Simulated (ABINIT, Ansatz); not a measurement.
Computed results, one entry a study.

### A GW chain in ABINIT: NaI (Fm-3m)

The structure is cubic, space group Fm-3m (No. 225). Conventional cell: a = 6.473 Å, b = 6.473 Å, c = 6.473 Å, α = 90.00°, β = 90.00°, γ = 90.00°. Na has 6 I at 3.24 Å nearest. Nearest to I lie 6 Na at 3.24 Å. Farther neighbours, and contacts between anions beyond the nearest, are not listed.

* method: RPA screening on PBE, plane waves, norm-conserving pseudopotentials (and 2 further levels or steps)
* program: ABINIT 10.8.3
* settings: cutoff 38 Ha, PseudoDojo scalar-relativistic 0.4.1 standard, norm-conserving, ngkpt (4, 4, 4), nband 161, ecuteps 6.5 Ha, inclvkb 2, shiftk (0, 0, 0), symchi 1, awtr 1, frequency ppm, 4×4×4 k-mesh
* cost: 5 runs, 6 min in all on 4 MPI ranks of Arm Neoverse N1, shared host
* notes: The cell and positions come from the Crystallography Open Database and are kept as given unless a step says otherwise. Limits: no spin-orbit coupling.
* PBE gap: 3.64 eV, direct
* G0W0 gap on the mesh: 5.54 eV
* GW settings: 4×4×4 mesh, 161 bands, screening to 176.9 eV, Godby-Needs plasmon pole
* known limits: short of the basis limit; no spin-orbit coupling

G0W0 moves the gap on the mesh from 3.64 eV to 5.54 eV (+1.90 eV), with Z of 0.80 and 0.84 at the edges. Local fields lower the RPA ε∞ on this mesh from 3.94 to 3.24.

[Paths, hosts, dates, memory and timing lines, banners, echoed tables and standing remarks are left out of the program output; an Ansatz launch command may be rebuilt from the run's recorded settings. Measured values are a selection of at most five: reports struck by readers or far from the other reports are left out. None is set beside runs whose start may be inverted or whose files or cutoffs have a known fault.]

[Runs of the session that timed out or met a known fault of the program may be left out.]

[Hosts, paths, dates, database ids (printed as entryN), source tags and the programs' standing remarks are cut or masked in the printed files.]

[G0W0 gaps are taken among the corrected bands and points alone; a level outside them can change the order at an edge.]

[Where Ansatz stands beside ABINIT at settings called matched, ABINIT's density can come from a denser mesh and the files from another edition; pairs whose starting gaps differed by over 0.03 eV were left out, so agreement reads better than it is.]
